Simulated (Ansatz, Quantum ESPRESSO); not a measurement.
# Predicting the next point of a tunnelling series: a Ga chain with one bond drawn out

Method. Quantum ESPRESSO 7.5 (pw.x, pwcond.x), PBE, GBRV ultrasoft; geometry as built. T is the transmission per spin at the Fermi level. The series steps the stretch of one bond.

| added stretch (Å) | T |
| --- | --- |
| 0.5 | 2.69 |
| 1.2 | 1.41 |
| 2 | 0.368 |
| 3 | 0.052 |

One more run was made and is withheld. What is T at 4 Å?

By hand: In the tunnelling regime ln T falls linearly. The last two rows give a slope of ln(0.368/0.052)/(3 − 2) = 1.957 per Å, so T(4) ≈ 0.052 × exp(−1.957 × 1) = 0.00735.

What the calculation gave: T = 0.00733; the estimate is 1.00 times that. The slope over the last interval is 1.959: the same within 8 %. A second code, Ansatz 0.2.0, gives 0.00593.

Caveats: Short leads, unrelaxed atoms, a barrier without the image potential.
